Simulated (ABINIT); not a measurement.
## Converging GW for MgO (Fm-3m) in ABINIT

Aim: raise bands and screening cutoff together for MgO (Fm-3m) and follow gap and time.

Calculated with ABINIT 10.8.3; LDA and many-body steps on it, plane waves.

This is a report of a sequence of runs, with most program output left out.

### 1. The structure

The structure is cubic, space group Fm-3m (No. 225). Conventional cell: a = 4.194 Å, b = 4.194 Å, c = 4.194 Å, α = 90.00°, β = 90.00°, γ = 90.00°. Mg has 6 O at 2.10 Å nearest. Nearest to O lie 6 Mg at 2.10 Å. Farther neighbours and most contacts between anions are not listed.

The cell and positions are those that the Materials Project relaxed with its own functionals (PBE, PBE+U or r2SCAN), kept fixed.

### 2. Empty states on the mesh, 6×6×6 mesh, 484 bands

This step: ABINIT 10.8.3; DFT, LDA, plane waves, norm-conserving pseudopotentials.

The sums over transitions need many empty states on a uniform mesh; this step solves for them.

Contents of run.abi:

```
acell 3*1.0 Angstrom
rprim 
  -0.000000000000 2.097001392700 2.097001392700
  2.097001392700 -0.000000000000 2.097001392700
  2.097001392700 2.097001392700 -0.000000000000
ntypat 2
znucl 12 8
natom 2
typat 1 2
xred 
  0.000000000000 0.000000000000 0.000000000000
  0.500000000000 0.500000000000 0.500000000000
pp_dirpath "pseudos"
pseudos "Mg.upf, O.upf"
ecut 38
ngkpt 6 6 6
nshiftk 1
shiftk 0 0 0
kptopt 1
chksymbreak 0
irdden 1
istwfk *1
nband 484
prtvol 0
optdriver 6
gwr_task "HDIAGO"
paral_kgb 0
occopt 1
indata_prefix "in"
outdata_prefix "out"
tmpdata_prefix "tmp"
```

Command:

```
$ OMP_NUM_THREADS=1 mpirun -n 4 abinit run.abi > log
```

It took 11 s on 4 MPI ranks of Arm Neoverse V2, shared host; peak memory 0.7 GiB.

Numbers from this step:

```yaml
gap: 4.817 eV
k_of_the_valence_top: 0, 0, 0
k_of_the_conduction_bottom: 0, 0, 0
least_direct_gap: 4.817 eV
k_points_computed: 16
lowest_point_of_the_top_converged_band_above_the_valence_top: 481.4495 eV
```

On this mesh the gap is 4.817 eV.

The density comes from a self-consistent run that is not shown.

### 3. Screening, 6×6×6 mesh, 100 bands, screening to 203.5 eV

The RPA dielectric matrix is built and inverted for each q.

This step: RPA screening on LDA, plane waves, norm-conserving pseudopotentials.

Changes to run.abi since step 2:

```diff
@@ -20,10 +20,11 @@
 chksymbreak 0
-irdden 1
 istwfk *1
-nband 484
-prtvol 0
-optdriver 6
-gwr_task "HDIAGO"
-paral_kgb 0
 occopt 1
+irdwfk 1
+optdriver 3
+nband 100
+ecuteps 7.48
+inclvkb 2
+awtr 1
+symchi 1
 indata_prefix "in"
```

It took 53 s on 4 MPI ranks; peak memory 0.79 GiB.

Numbers from this step:

* ε∞ with local fields, on this mesh, along the program's q direction: 3.091
* the same without local fields: 3.309
* plasma frequency: 34.59 eV
* plane waves in the screening matrix: 113

Local fields lower ε∞ by 7 %.

### 4. 100 bands, 203.5 eV

The self-energy is evaluated for the states that the input lists, and the levels follow from it, in one-shot runs by the linearised quasiparticle equation.

This step: G0W0 on LDA, plane waves, norm-conserving pseudopotentials.

Changes to run.abi since step 3:

```diff
@@ -23,8 +23,19 @@
 irdwfk 1
-optdriver 3
+optdriver 4
 nband 100
+gwcalctyp 0
+ecutsigx 38
+symsigma 1
+nkptgw 3
+kptgw 
+  0.0000000000 0.0000000000 0.0000000000
+  0.5000000000 0.0000000000 0.0000000000
+  0.5000000000 0.5000000000 0.0000000000
+bdgw 
+  6 12
+  7 10
+  7 10
 ecuteps 7.48
-inclvkb 2
-awtr 1
-symchi 1
+irdscr 1
+ppmodel 1
 indata_prefix "in"
```

Run time: 7.5 s. Hardware: 4 MPI ranks; peak memory 0.77 GiB.

Numbers from this step:

```
G0W0 gap on the points computed              : 7.512 eV
starting gap on the mesh                     : 4.817 eV
k of the valence top                         : 0, 0, 0
k of the conduction bottom                   : 0, 0, 0
Z at the valence top                         : 0.807
Z at the conduction bottom                   : 0.853
least direct G0W0 gap on the computed points : 7.512 eV
```

The gap on the mesh goes from 4.82 eV to 7.51 eV, a correction of +2.70 eV.

### 5. Screening, 6×6×6 mesh, 149 bands, screening to 269.4 eV

This step: RPA screening on LDA, plane waves, norm-conserving pseudopotentials.

Changes to run.abi since step 4:

```diff
@@ -23,19 +23,8 @@
 irdwfk 1
-optdriver 4
-nband 100
-gwcalctyp 0
-ecutsigx 38
-symsigma 1
-nkptgw 3
-kptgw 
-  0.0000000000 0.0000000000 0.0000000000
-  0.5000000000 0.0000000000 0.0000000000
-  0.5000000000 0.5000000000 0.0000000000
-bdgw 
-  6 12
-  7 10
-  7 10
-ecuteps 7.48
-irdscr 1
-ppmodel 1
+optdriver 3
+nband 149
+ecuteps 9.9
+inclvkb 2
+awtr 1
+symchi 1
 indata_prefix "in"
```

Wall time 92 s (4 MPI ranks); peak memory 1 GiB.

This step gave:

| Property | Result |
| --- | --- |
| ε∞ with local fields, on this mesh, along the program's q direction | 3.088 |
| the same without local fields | 3.311 |
| plasma frequency | 34.59 eV |
| plane waves in the screening matrix | 169 |

### 6. 149 bands, 269.4 eV

This step: G0W0 on LDA, plane waves, norm-conserving pseudopotentials.

Changes to run.abi since step 5:

```diff
@@ -23,8 +23,19 @@
 irdwfk 1
-optdriver 3
+optdriver 4
 nband 149
+gwcalctyp 0
+ecutsigx 38
+symsigma 1
+nkptgw 3
+kptgw 
+  0.0000000000 0.0000000000 0.0000000000
+  0.5000000000 0.0000000000 0.0000000000
+  0.5000000000 0.5000000000 0.0000000000
+bdgw 
+  6 12
+  7 10
+  7 10
 ecuteps 9.9
-inclvkb 2
-awtr 1
-symchi 1
+irdscr 1
+ppmodel 1
 indata_prefix "in"
```

Run time: 18 s. Hardware: 4 MPI ranks; peak memory 1 GiB.

Numbers from this step:

```
G0W0 gap on the points computed              : 7.581 eV
starting gap on the mesh                     : 4.817 eV
k of the valence top                         : 0, 0, 0
k of the conduction bottom                   : 0, 0, 0
Z at the valence top                         : 0.805
Z at the conduction bottom                   : 0.852
least direct G0W0 gap on the computed points : 7.581 eV
```

Against G0W0 in ABINIT (6×6×6 mesh, 100 bands, screening to 203.5 eV, Godby-Needs plasmon pole), the gap moves by +0.069 eV.

### 7. Screening, 6×6×6 mesh, 225 bands, screening to 359.2 eV

This step: RPA screening on LDA, plane waves, norm-conserving pseudopotentials.

Changes to run.abi since step 6:

```diff
@@ -23,19 +23,8 @@
 irdwfk 1
-optdriver 4
-nband 149
-gwcalctyp 0
-ecutsigx 38
-symsigma 1
-nkptgw 3
-kptgw 
-  0.0000000000 0.0000000000 0.0000000000
-  0.5000000000 0.0000000000 0.0000000000
-  0.5000000000 0.5000000000 0.0000000000
-bdgw 
-  6 12
-  7 10
-  7 10
-ecuteps 9.9
-irdscr 1
-ppmodel 1
+optdriver 3
+nband 225
+ecuteps 13.2
+inclvkb 2
+awtr 1
+symchi 1
 indata_prefix "in"
```

The job ended after 3 min (4 MPI ranks; peak memory 1.5 GiB; 12 min of CPU time).

Numbers from this step:

```yaml
eps_infinity_with_local_fields_on_this_mesh_along_the_program_s_q_direction: 3.086
the_same_without_local_fields: 3.312
plasma_frequency: 34.59 eV
plane_waves_in_the_screening_matrix: 283
```

### 8. 225 bands, 359.2 eV

This step: G0W0 on LDA, plane waves, norm-conserving pseudopotentials.

Changes to run.abi since step 7:

```diff
@@ -23,8 +23,19 @@
 irdwfk 1
-optdriver 3
+optdriver 4
 nband 225
+gwcalctyp 0
+ecutsigx 38
+symsigma 1
+nkptgw 3
+kptgw 
+  0.0000000000 0.0000000000 0.0000000000
+  0.5000000000 0.0000000000 0.0000000000
+  0.5000000000 0.5000000000 0.0000000000
+bdgw 
+  6 12
+  7 10
+  7 10
 ecuteps 13.2
-inclvkb 2
-awtr 1
-symchi 1
+irdscr 1
+ppmodel 1
 indata_prefix "in"
```

Elapsed: 64 s, on 4 MPI ranks; peak memory 1.6 GiB.

This step gave:

| Item | Value |
| --- | --- |
| G0W0 gap on the points computed | 7.625 eV |
| starting gap on the mesh | 4.817 eV |
| k of the valence top | 0, 0, 0 |
| k of the conduction bottom | 0, 0, 0 |
| least direct G0W0 gap on the computed points | 7.625 eV |

Against G0W0 in ABINIT (6×6×6 mesh, 149 bands, screening to 269.4 eV, Godby-Needs plasmon pole), the gap moves by +0.044 eV.

### 9. Screening, 6×6×6 mesh, 330 bands, screening to 466.9 eV

This step: RPA screening on LDA, plane waves, norm-conserving pseudopotentials.

Changes to run.abi since step 8:

```diff
@@ -23,19 +23,8 @@
 irdwfk 1
-optdriver 4
-nband 225
-gwcalctyp 0
-ecutsigx 38
-symsigma 1
-nkptgw 3
-kptgw 
-  0.0000000000 0.0000000000 0.0000000000
-  0.5000000000 0.0000000000 0.0000000000
-  0.5000000000 0.5000000000 0.0000000000
-bdgw 
-  6 12
-  7 10
-  7 10
-ecuteps 13.2
-irdscr 1
-ppmodel 1
+optdriver 3
+nband 330
+ecuteps 17.16
+inclvkb 2
+awtr 1
+symchi 1
 indata_prefix "in"
```

The job ended after 7.1 min (4 MPI ranks; peak memory 2.1 GiB; 28 min of CPU time).

This step gave:

```yaml
eps_infinity_with_local_fields_on_this_mesh_along_the_program_s_q_direction: 3.085
the_same_without_local_fields: 3.313
plasma_frequency: 34.59 eV
plane_waves_in_the_screening_matrix: 411
```

### 10. 330 bands, 466.9 eV

This step: G0W0 on LDA, plane waves, norm-conserving pseudopotentials.

Changes to run.abi since step 9:

```diff
@@ -23,8 +23,19 @@
 irdwfk 1
-optdriver 3
+optdriver 4
 nband 330
+gwcalctyp 0
+ecutsigx 38
+symsigma 1
+nkptgw 3
+kptgw 
+  0.0000000000 0.0000000000 0.0000000000
+  0.5000000000 0.0000000000 0.0000000000
+  0.5000000000 0.5000000000 0.0000000000
+bdgw 
+  6 12
+  7 10
+  7 10
 ecuteps 17.16
-inclvkb 2
-awtr 1
-symchi 1
+irdscr 1
+ppmodel 1
 indata_prefix "in"
```

Wall time 3.1 min (4 MPI ranks); peak memory 2.4 GiB.

Numbers from this step:

* G0W0 gap on the points computed: 7.654 eV
* starting gap on the mesh: 4.817 eV
* k of the valence top: 0, 0, 0
* k of the conduction bottom: 0, 0, 0
* least direct G0W0 gap on the computed points: 7.654 eV

Against G0W0 in ABINIT (6×6×6 mesh, 225 bands, screening to 359.2 eV, Godby-Needs plasmon pole), the gap moves by +0.029 eV.

### 11. Screening, 6×6×6 mesh, 476 bands, screening to 598.7 eV

This step: RPA screening on LDA, plane waves, norm-conserving pseudopotentials.

Changes to run.abi since step 10:

```diff
@@ -23,19 +23,8 @@
 irdwfk 1
-optdriver 4
-nband 330
-gwcalctyp 0
-ecutsigx 38
-symsigma 1
-nkptgw 3
-kptgw 
-  0.0000000000 0.0000000000 0.0000000000
-  0.5000000000 0.0000000000 0.0000000000
-  0.5000000000 0.5000000000 0.0000000000
-bdgw 
-  6 12
-  7 10
-  7 10
-ecuteps 17.16
-irdscr 1
-ppmodel 1
+optdriver 3
+nband 476
+ecuteps 22
+inclvkb 2
+awtr 1
+symchi 1
 indata_prefix "in"
```

The job ended after 20 min (4 MPI ranks; peak memory 3.6 GiB; 80 min of CPU time).

Numbers from this step:

| Item | Value |
| --- | --- |
| ε∞ with local fields, on this mesh, along the program's q direction | 3.085 |
| the same without local fields | 3.313 |
| plasma frequency | 34.59 eV |
| plane waves in the screening matrix | 609 |

### 12. 476 bands, 598.7 eV

This step: G0W0 on LDA, plane waves, norm-conserving pseudopotentials.

Changes to run.abi since step 11:

```diff
@@ -23,8 +23,19 @@
 irdwfk 1
-optdriver 3
+optdriver 4
 nband 476
+gwcalctyp 0
+ecutsigx 38
+symsigma 1
+nkptgw 3
+kptgw 
+  0.0000000000 0.0000000000 0.0000000000
+  0.5000000000 0.0000000000 0.0000000000
+  0.5000000000 0.5000000000 0.0000000000
+bdgw 
+  6 12
+  7 10
+  7 10
 ecuteps 22
-inclvkb 2
-awtr 1
-symchi 1
+irdscr 1
+ppmodel 1
 indata_prefix "in"
```

Run time: 9.8 min. Hardware: 4 MPI ranks; peak memory 4.2 GiB.

This step gave:

```yaml
g0w0_gap_on_the_points_computed: 7.678 eV
starting_gap_on_the_mesh: 4.817 eV
k_of_the_valence_top: 0, 0, 0
k_of_the_conduction_bottom: 0, 0, 0
least_direct_g0w0_gap_on_the_computed_points: 7.678 eV
```

Against G0W0 in ABINIT (6×6×6 mesh, 330 bands, screening to 466.9 eV, Godby-Needs plasmon pole), the gap moves by +0.024 eV.

### 13. Side by side

Times are wall times on 4 MPI ranks of Arm Neoverse V2, shared host, good to a factor of about two. A run's time includes the screening step that it read.

```tsv
run	mesh	bands	screening cutoff (eV)	DFT gap (eV)	gap on the mesh (eV)	direct (eV)	ε∞ used	time
100 bands, 203.5 eV	6×6×6	100	203.5	4.817	7.512	7.512	3.09	60 s
149 bands, 269.4 eV	6×6×6	149	269.4	4.817	7.581	7.581	3.09	1.8 min
225 bands, 359.2 eV	6×6×6	225	359.2	4.817	7.625	7.625	3.09	4.1 min
330 bands, 466.9 eV	6×6×6	330	466.9	4.817	7.654	7.654	3.09	10 min
476 bands, 598.7 eV	6×6×6	476	598.7	4.817	7.678	7.678	3.08	30 min
```

### 14. What came out

| Item | Value |
| --- | --- |
| 100 bands, 203.5 eV | 7.512 eV |
| 149 bands, 269.4 eV | 7.581 eV |
| 225 bands, 359.2 eV | 7.625 eV |
| 330 bands, 466.9 eV | 7.654 eV |
| 476 bands, 598.7 eV | 7.678 eV |
| known limits | not at the basis limit |

**Reading.** From the first rung to the last the gap moves by +0.17 eV for 30 times the time. In the G0W0 runs levels were corrected at 3 k points alone, so a gap called «on the mesh» is the least over those, and an edge elsewhere would be missed.

[Paths, hosts, dates, memory and timing lines, banners, echoed tables and standing remarks are left out of the program output.]

[Logs are printed without paths, hosts, clocks, repeated set-up lines and the standing remarks that a program may print on its own settings, such as how far it seeks lower states.]

[Runs of the session that timed out or met a known fault of the program may be left out.]

[Hosts, paths, dates, database ids (printed as entryN), source tags and the programs' standing remarks are cut or masked in the printed files.]

[G0W0 gaps are taken among the corrected bands and points alone; a level outside them can change the order at an edge.]

[Where Ansatz stands beside ABINIT at settings called matched, ABINIT's density can come from a denser mesh and the files from another edition; pairs whose starting gaps differed by over 0.03 eV were left out, so agreement reads better than it is.]
